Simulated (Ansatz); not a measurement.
## Be2Al (built on the sites of a database entry of Be2B): from the cell to its phonons

How does Be2Al (built on the sites of a database entry of Be2B) vibrate, and is this structure a minimum?

Method: DFT PBEsol, scalar-relativistic, plane waves, PAW, in Ansatz 0.2.0.

Most raw output is cut from this account.

The structure was built from a prototype and need not be the compound's stable phase.

### Step 1. Starting point

The structure is cubic, space group Fm-3m (No. 225). The conventional cell has a = 5.202 Å, b = 5.202 Å, c = 5.202 Å, α = 90.00°, β = 90.00°, γ = 90.00°. Be has 4 Al at 2.25 Å nearest. Nearest to Al lie 8 Be at 2.25 Å. Farther neighbours are not listed.

### Step 2. Rough relaxation

A rough relaxation comes first, because large forces or stress need no tight tolerances yet.

input.yaml reads:

```yaml
crystal:
  lattice:
    - [0.0, 2.60119, 2.60119]
    - [2.60119, 0.0, 2.60119]
    - [2.60119, 2.60119, 0.0]
  atoms:
    - { symbol: Be, position: [0.25, 0.25, 0.25] }
    - { symbol: Be, position: [0.75, 0.75, 0.75] }
    - { symbol: Al, position: [0.0, 0.0, 0.0] }
kpoints:
  mp_grid: { grid: [6, 6, 6] }
hamiltonian:
  xc: pbesol
scf:
  occupations: { method: gaussian, width: 0.1 }
output:
  forces: true
  stress: true
  eigenvalues: true
relax:
  adjacent_minimum: "off"
  f_tol: 0.05
  max_steps: 80
  cell: { stress_tol: 0.5 }
```

Run with:

```sh
ansatz run input.yaml --threads 4 --pin off --max-ram 7168MiB --backend cpu --events-out ev --progress --plain --runs-dir out
```

The job ended after 1.5 s (4 threads of Arm Neoverse V1, shared host; peak memory 0.27 GiB).

Step by step:

```
step  energy less that of the first step (eV)  largest force component (eV/Å)  pressure (GPa)  volume (Å³)
   1                                   0.0000                          0.0000           13.42        35.20
   2                                  -0.1583                          0.0000            4.83        38.07
   3                                  -0.1884                          0.0000            0.68        39.89
   4                                  -0.1891                          0.0000            0.00        40.22
  5*                                  -0.1913                          0.0000            0.09        40.22
```

Relaxation steps marked * repeat the geometry before them on a plane-wave basis chosen anew for their cell, so energy and pressure can jump there.

Forces are held to the 48 operations that the run works with; a distortion that breaks them can't arise in this run.

```
conventional cell, symmetrised  before  after   change
                         a (Å)   5.202  5.439   +4.5 %
                         b (Å)   5.202  5.439   +4.5 %
                         c (Å)   5.202  5.439   +4.5 %
              volume (Å³/atom)   11.73  13.41  +14.3 %
```

The relaxed structure:

```cif
data_structure
_symmetry_space_group_name_H-M 'P 1'
_symmetry_Int_Tables_number 1
_cell_length_a 3.8459
_cell_length_b 3.8459
_cell_length_c 3.8459
_cell_angle_alpha 60.000
_cell_angle_beta 60.000
_cell_angle_gamma 60.000
_cell_volume 40.22
loop_
_atom_site_label
_atom_site_type_symbol
_atom_site_fract_x
_atom_site_fract_y
_atom_site_fract_z
_atom_site_occupancy
Be1 Be 0.25000 0.25000 0.25000 1
Be2 Be 0.75000 0.75000 0.75000 1
Al3 Al 0.00000 0.00000 0.00000 1
```

Numbers from this step:

| Property | Result |
| --- | --- |
| pressure | 0.08561 GPa |
| volume per atom | 13.41 Å³ |
| gap on the k-mesh | 0 eV |

In this step the volume went from 11.73 to 13.41 Å³/atom.

### Step 3. Bringing the structure to rest

Harmonic phonons are second derivatives at a point where the forces vanish, and they are wanted at zero stress, so atoms and cell are relaxed first.

input.yaml reads:

```yaml
crystal:
  lattice:
    - [0.0, 2.719496747, 2.719496747]
    - [2.719496747, 0.0, 2.719496747]
    - [2.719496747, 2.719496747, 0.0]
  atoms:
    - { symbol: Be, position: [0.25, 0.25, 0.25] }
    - { symbol: Be, position: [0.75, 0.75, 0.75] }
    - { symbol: Al, position: [0.0, 0.0, 0.0] }
kpoints:
  mp_grid: { grid: [12, 12, 12] }
hamiltonian:
  xc: pbesol
scf:
  occupations: { method: gaussian, width: 0.1 }
output:
  forces: true
  stress: true
  eigenvalues: true
  write_density: true
  write_potential: true
  elf: true
  volumetric_format: npy
relax:
  adjacent_minimum: "off"
  f_tol: 0.005
  max_steps: 80
  cell: { stress_tol: 0.05 }
```

Wall time 2.2 s (4 threads); peak memory 0.33 GiB.

Step by step:

```
step  energy less that of the first step (eV)  largest force component (eV/Å)  pressure (GPa)  volume (Å³)
   1                                   0.0000                          0.0000            0.50        40.22
   2                                  -0.0003                          0.0000            0.12        40.41
   3                                  -0.0003                          0.0000            0.00        40.48
  4*                                  -0.0004                          0.0000            0.00        40.48
```

Relaxation steps marked * repeat the geometry before them on a plane-wave basis chosen anew for their cell, so energy and pressure can jump there.

The run keeps the 48 symmetry operations that it works with, so distortions that break them were not tested.

```
conventional cell, symmetrised  before  after  change
                         a (Å)   5.439  5.450  +0.2 %
                         b (Å)   5.439  5.450  +0.2 %
                         c (Å)   5.439  5.450  +0.2 %
              volume (Å³/atom)   13.41  13.49  +0.6 %
```

The relaxed structure:

```xyz
3
Lattice="0.0000 2.7252 2.7252 2.7252 0.0000 2.7252 2.7252 2.7252 0.0000" Properties=species:S:1:pos:R:3 pbc="T T T"
Be    1.3626    1.3626    1.3626
Be    4.0878    4.0878    4.0878
Al    0.0000    0.0000    0.0000
```

This step gave:

* pressure: 0.003165 GPa
* volume per atom: 13.49 Å³

Valence density in the ac plane of a cell with a along [110], b along [-110] and c along [001] of the cube at fractional y = 0.500, with atoms of Be and Al within 0.2 Å of it. It is the smooth field of the valence electrons, not physical close to the nuclei.

Ten even steps from '0' (0.03 e/Å³) to '9' (0.26 e/Å³), each cell a mean:
```
7531000124675310001246
7642101135776421011357
5654222356556542223565
1676555577316765555773
5898877899658988778996
7899756899878997568998
7898422698778984226987
7797311598777973115987
7899533799878995337998
7899877999778998779997
3787766788437877667884
2565433466425654334664
6653211246666532112466
7632000125776320001257
6531000024665310000246
```
Columns run along a (7.7 Å), rows up along c (5.5 Å), edges of the conventional cell, whose origin can differ from the input's. Atoms in or near the plane, at fractional coordinates: Be at (0.00, 0.75), Be at (0.50, 0.75), Be at (0.00, 0.25), Be at (0.50, 0.25), Al at (0.25, 0.50), Al at (0.75, 0.50).

ELF in the ac plane of a cell with a along [110], b along [-110] and c along [001] of the cube at fractional y = 0.500, with atoms of Be and Al within 0.2 Å of it. It is the smooth field of the valence electrons, not physical close to the nuclei.

Ten even steps from '_' (0.00) to '@' (0.76), each cell a mean:
```
%%##==::______..--**%%%%##==::______..--**%%
++++==--......::==++++++++==--......::==++++
__::==++==----==++--..__::==++==----==++--..
__..**####****####--____..**####****####--__
__==%%@@%%####@@@@**..__==%%@@%%####@@@@**..
++%%@@@@++--==##@@@@**++%%@@@@++--==##@@@@**
%%@@@@##......==%%@@%%%%@@@@##......==%%@@%%
@@@@@@**......--%%@@@@@@@@@@**......--%%@@@@
##@@@@##--....++@@@@%%##@@@@##--....++@@@@%%
--**@@@@##++**@@@@%%==--**@@@@##++**@@@@%%==
__::##@@%%####%%%%++____::##@@%%####%%%%++__
__..++**++++++****--____..++**++++++****--__
::--====::::::--====::::--====::::::--====::
##**==::..____..--++####**==::..____..--++##
%%##==..______..--**%%%%##==..______..--**%%
```
Columns run along a (7.7 Å), rows up along c (5.5 Å), edges of the conventional cell, whose origin can differ from the input's. Atoms in or near the plane, at fractional coordinates: Be at (0.00, 0.75), Be at (0.50, 0.75), Be at (0.00, 0.25), Be at (0.50, 0.25), Al at (0.25, 0.50), Al at (0.75, 0.50).

Electrostatic potential energy in the ac plane of a cell with a along [110], b along [-110] and c along [001] of the cube at fractional y = 0.500, with atoms of Be and Al within 0.2 Å of it. With pseudopotentials it is smooth inside the atoms' cores, unlike the true potential.

Ten even steps from '_' (-39 eV) to '@' (10 eV), each cell a mean:
```
%%@@@@@@@@@@@@@@@@@@@@%%@@@@@@@@@@@@@@@@@@@@
**##@@@@@@@@@@@@@@%%##**##@@@@@@@@@@@@@@%%##
..==%%@@@@@@@@@@%%**::..==%%@@@@@@@@@@%%**::
__::##%%@@@@@@@@%%++____::##%%@@@@@@@@%%++__
..==##%%%%####%%%%**::..==##%%%%####%%%%**::
**##%%##**++++**%%%%****##%%##**++++**%%%%**
%%%%%%****##**++##%%%%%%%%%%****##**++##%%%%
@@@@%%****%%##++##%%@@@@@@%%****%%##++##%%@@
%%%%%%**++****++##%%%%%%%%%%**++****++##%%%%
==**%%%%******##%%##++==**%%%%******##%%##++
__--##%%%%%%%%%%%%++____--##%%%%%%%%%%%%++__
__::##@@@@@@@@@@%%++____::##@@@@@@@@@@%%++__
--**%%@@@@@@@@@@@@##==--**%%@@@@@@@@@@@@##==
%%%%@@@@@@@@@@@@@@@@%%%%%%@@@@@@@@@@@@@@@@%%
@@@@@@@@@@@@@@@@@@@@@@@@@@@@@@@@@@@@@@@@@@@@
```
Columns run along a (7.7 Å; values clipped at the 3rd and 97th percentile), rows up along c (5.5 Å), edges of the conventional cell, whose origin can differ from the input's. Atoms in or near the plane, at fractional coordinates: Be at (0.00, 0.75), Be at (0.50, 0.75), Be at (0.00, 0.25), Be at (0.50, 0.25), Al at (0.25, 0.50), Al at (0.75, 0.50).

In this step the volume went from 13.41 to 13.49 Å³/atom.

### Step 4. Tight relaxation

Phonons need a cell at rest on their own settings, so the relaxation is repeated with tight tolerances on forces and stress, using the mesh and the filling of the phonon run that follows.

input.yaml reads:

```yaml
crystal:
  lattice:
    - [0.0, 2.72517104, 2.72517104]
    - [2.72517104, 0.0, 2.72517104]
    - [2.72517104, 2.72517104, 0.0]
  atoms:
    - { symbol: Be, position: [0.25, 0.25, 0.25] }
    - { symbol: Be, position: [0.75, 0.75, 0.75] }
    - { symbol: Al, position: [0.0, 0.0, 0.0] }
kpoints:
  mp_grid: { grid: [12, 12, 12] }
hamiltonian:
  xc: pbesol
scf:
  occupations: { method: methfessel_paxton, width: 0.15 }
output:
  forces: true
  stress: true
  eigenvalues: true
relax:
  adjacent_minimum: "off"
  f_tol: 0.001
  max_steps: 60
  cell: { stress_tol: 0.01 }
```

Wall time 1.3 s (4 threads); peak memory 0.32 GiB.

Little changed from the start: no atom moved by 0.005 Å and no cell edge by 0.1 %.

This step gave:

* pressure: -0.005706 GPa

The forces vanish by symmetry and the pressure is -0.006 GPa, within the tolerances set. The cell now holds 13.49 Å³/atom.

### Step 5. Modes at Γ

The zone centre comes first: it holds the modes that light can see, as far as symmetry allows. No field response is asked, since the mesh shows no gap.

Edit input.yaml of step 4 so:

```diff
@@ -16,9 +16,4 @@
 output:
-  forces: true
-  stress: true
   eigenvalues: true
-relax:
-  adjacent_minimum: "off"
-  f_tol: 0.001
-  max_steps: 60
-  cell: { stress_tol: 0.01 }
+phonons:
+  method: dfpt
```

The job ended after 3.8 s (4 threads; peak memory 0.46 GiB).

Numbers from this step:

```yaml
sum_rule_residual_before_enforcement: 2.01e-5 eV/Å²
point_group: m-3m
highest_optical_mode_at_the_zone_centre_no_lo_to_term: 483.6 cm⁻¹
lowest_optical_zone_centre_mode: 279.0 cm⁻¹
```

Patterns of degenerate modes are one choice out of their space. The modes at Γ (shares of kinetic energy by element, %):

```
mode  frequency (cm⁻¹)  symmetry  Be %  Al %
   1               0.0  acoustic    40    60
   2               0.0  acoustic    40    60
   3               0.0  acoustic    40    60
   4             279.0       T2g   100     0
   5             279.0       T2g   100     0
   6             279.0       T2g   100     0
   7             483.6       T1u    60    40
   8             483.6       T1u    60    40
   9             483.6       T1u    60    40
```

Displacements in mode 6 (279.0 cm⁻¹), the largest set to 1:
```
Be1  0.00  0.04  1.00
Be2  0.00 -0.04 -1.00
Al3  0.00  0.00  0.00
```

Displacements in mode 8 (483.6 cm⁻¹), the largest set to 1:
```
Be1  0.00 -1.00  0.02
Be2  0.00 -1.00  0.02
Al3  0.00  0.67 -0.01
```

Before it was imposed, the acoustic sum rule was missed by 2.0e-5 eV/Å². Small misses are needed for a sound result but don't prove that mesh and cutoff are converged. The lowest optical mode is real, 279 cm⁻¹.

### Step 6. Phonons on a q mesh

Stability and thermal properties need the whole zone. Linear response on a 4×4×4 q mesh gives force constants as far as a supercell of that size would.

Edit input.yaml of step 5 so:

```diff
@@ -19 +19,8 @@
   method: dfpt
+  qmesh: [4, 4, 4]
+  temperatures: { t_max: 1000, t_step: 50 }
+  qpath:
+    path:
+      - [[0.0, 0.0, 0.0], [0.5, 0.0, 0.5], [0.625, 0.25, 0.625]]
+      - [[0.375, 0.375, 0.75], [0.0, 0.0, 0.0], [0.5, 0.5, 0.5], [0.5, 0.25, 0.75], [0.5, 0.0, 0.5]]
+    npoints: 10
```

The job ended after 97 s (4 threads; peak memory 1.4 GiB; 6.2 min of CPU time).

Numbers from this step:

```
sum-rule residual before enforcement                    : 2.00e-5 eV/Å²
lowest frequency on the path                            : -206.2 cm⁻¹
highest frequency on the path or at a solved wavevector : 486.4 cm⁻¹
lowest mode on the q mesh (acoustic modes at Γ apart)   : -206.2 cm⁻¹
```

Frequencies (cm⁻¹) solved at each irreducible wavevector; negative means imaginary. Frequencies by wavevector, by row:

```
q in reciprocal lattice units  star  mode 1  mode 2  mode 3  mode 4  mode 5  mode 6  mode 7  mode 8  mode 9
                        0 0 0     1       0       0       0     279     279     279   483.6   483.6   483.6
                     0 0 0.25     8   -72.3   -72.3    96.8   286.5   286.5   353.1   430.2   481.9   481.9
                     0 0 -0.5     4  -112.6  -112.6   208.3   339.3   339.3   397.7   462.1   472.3   472.3
                  0 0.25 0.25     6  -122.8  -122.8   171.3   327.1   327.1   360.8   413.3     478     478
                  0 0.25 -0.5    24  -145.7    -110   192.1   355.1   366.5   402.9     451   468.7     475
                 0 0.25 -0.25    12   -96.2     -76     137   320.7   362.1     416   416.7   477.3   482.1
                  0 -0.5 -0.5     3  -173.1  -173.1   254.6     288   398.1   398.1   451.2   451.2   464.7
              0.25 -0.5 -0.25     6  -206.2   144.9   144.9   328.5   419.2   448.7   448.7   452.1   455.3
```

Interpolated from a 4×4×4 q mesh. Phonon branches along the path, in cm⁻¹:

```
    point  branch 1  branch 2  branch 3  branch 4  branch 5  branch 6  branch 7  branch 8  branch 9
        Γ         0         0         0       279       279       279       484       484       484
  halfway      -123      -123       171       327       327       361       413       478       478
        X      -173      -173       255       288       398       398       451       451       465
  halfway      -172      -169       270       280       393       419       450       455       464
        U      -154      -146       236       317       378       448       450       462       464
jump to K      -154      -146       236       317       378       448       450       462       464
  halfway       -68       -63        62       291       344       372       416       474       486
        Γ         0         0         0       279       279       279       484       484       484
  halfway       -72       -72        97       286       286       353       430       482       482
        L      -113      -113       208       339       339       398       462       472       472
  halfway      -148        91       150       349       376       398       464       471       475
        W      -206       145       145       328       419       449       449       452       455
  halfway      -194      -128       250       297       407       421       452       455       462
        X      -173      -173       255       288       398       398       451       451       465
```

Tetrahedra on a 20×20×20 mesh, mean over bins of 10 cm-1. Interpolated from a 4×4×4 q mesh. Phonon density of states against wavenumber; read off at these points:

```
wavenumber (cm⁻¹)  phonon density of states (1/cm⁻¹/cell)
             -205                                  9.7e-4
             -175                                 0.00937
             -135                                  0.0135
             -115                                  0.0139
             -105                                  0.0106
              -75                                 0.00815
              -45                                 0.00826
               -5                                 0.00242
               25                                   0.002
               55                                 0.00243
               95                                 0.00517
              125                                 0.00513
              155                                  0.0104
              185                                 0.00688
              225                                 0.00363
              255                                 0.00194
              285                                 0.00925
              325                                  0.0181
              345                                  0.0348
              355                                  0.0237
              385                                  0.0314
              415                                  0.0213
              455                                  0.0404
              475                                   0.113
              485                                  0.0324
```

The partial phonon density of states has structure finer than the step of the table below, so its rows give means over 25 cm⁻¹, whole bins alone (the curve runs from -214 to 511 cm⁻¹). Peaks (cm⁻¹: height): Al -118.4: 0.00742, 164.3: 0.00823, 474.3: 0.0366; Be 346.7: 0.0291, 474.3: 0.0584.

Phonopy on the run's constants, 17x17x17 mesh, Gaussian sigma 5.2 cm-1. Interpolated from a 4×4×4 q mesh. The partial phonon density of states by wavenumber; means over each step; values in 1/cm⁻¹/cell:

```
wavenumber (cm⁻¹)       Al       Be
             -200  0.00134  0.00154
             -175  0.00439  0.00472
             -150  0.00642  0.00638
             -125  0.00711  0.00656
             -100  0.00556  0.00486
              -75  0.00517  0.00433
              -50  0.00433  0.00330
              -25  0.00201  0.00150
                0   4.4e-4   3.2e-4
               25  0.00104   8.3e-4
               50  0.00172  0.00139
               75  0.00282  0.00220
              100  0.00264  0.00202
              125  0.00383  0.00285
              150  0.00501  0.00334
              175  0.00498  0.00302
              200  0.00359  0.00202
              225  0.00244  0.00133
              250  0.00133   9.2e-4
              275   4.7e-4  0.00507
              300   8.4e-4  0.00968
              325  0.00125   0.0175
              350  0.00166   0.0267
              375  0.00205   0.0226
              400  0.00391   0.0194
              425  0.00611   0.0160
              450  0.00989   0.0242
              475   0.0261   0.0431
```

Symmetry leaves 8 wavevectors to solve. The lowest mode among them, the acoustic zeros apart, lies at q = (0.25, -0.5, -0.25) and is imaginary, 206.2i cm⁻¹, so the energy falls along it.

### Step 7. What came out

```
space group after relaxation (within 0.01 Å)            : Fm-3m
volume per atom                                         : 13.5 Å³
electronic character                                    : no gap on this mesh
highest optical mode at the zone centre (no LO-TO term) : 484 cm⁻¹
lowest optical zone-centre mode                         : 279 cm⁻¹
lowest mode on the q mesh (acoustic modes at Γ apart)   : -206 cm⁻¹
highest frequency on the path or at a solved wavevector : 486 cm⁻¹
imaginary modes on the 4×4×4 q mesh                     : yes
```

**Reading.** Modes are clearly imaginary (beyond 10i cm⁻¹) at 7 of the 8 irreducible wavevectors, most at q = (0.25, -0.5, -0.25) (206.2i cm⁻¹), so this structure is not a minimum of the energy. The optical modes at Γ span 279 to 484 cm⁻¹. With no gap, or one that is small against the smearing, the frequencies hang on the k mesh and the smearing, most of all near Kohn anomalies. The phonon runs are without spin polarisation, although the cell has an odd electron count. A phonon run warned that its eigensolver left some bands unconverged in a pass. The starting cell was built on a prototype and not taken from a measurement, so the phase need not exist. These are harmonic frequencies at zero temperature: anharmonic shifts, linewidths and thermal expansion are left out.

[Logs are printed without paths, hosts, clocks, repeated set-up lines and the standing remarks that a program may print on its own settings, such as how far it seeks lower states.]

[Hosts, paths, dates, database ids (printed as entryN), source tags and the programs' standing remarks are cut or masked in the printed files.]
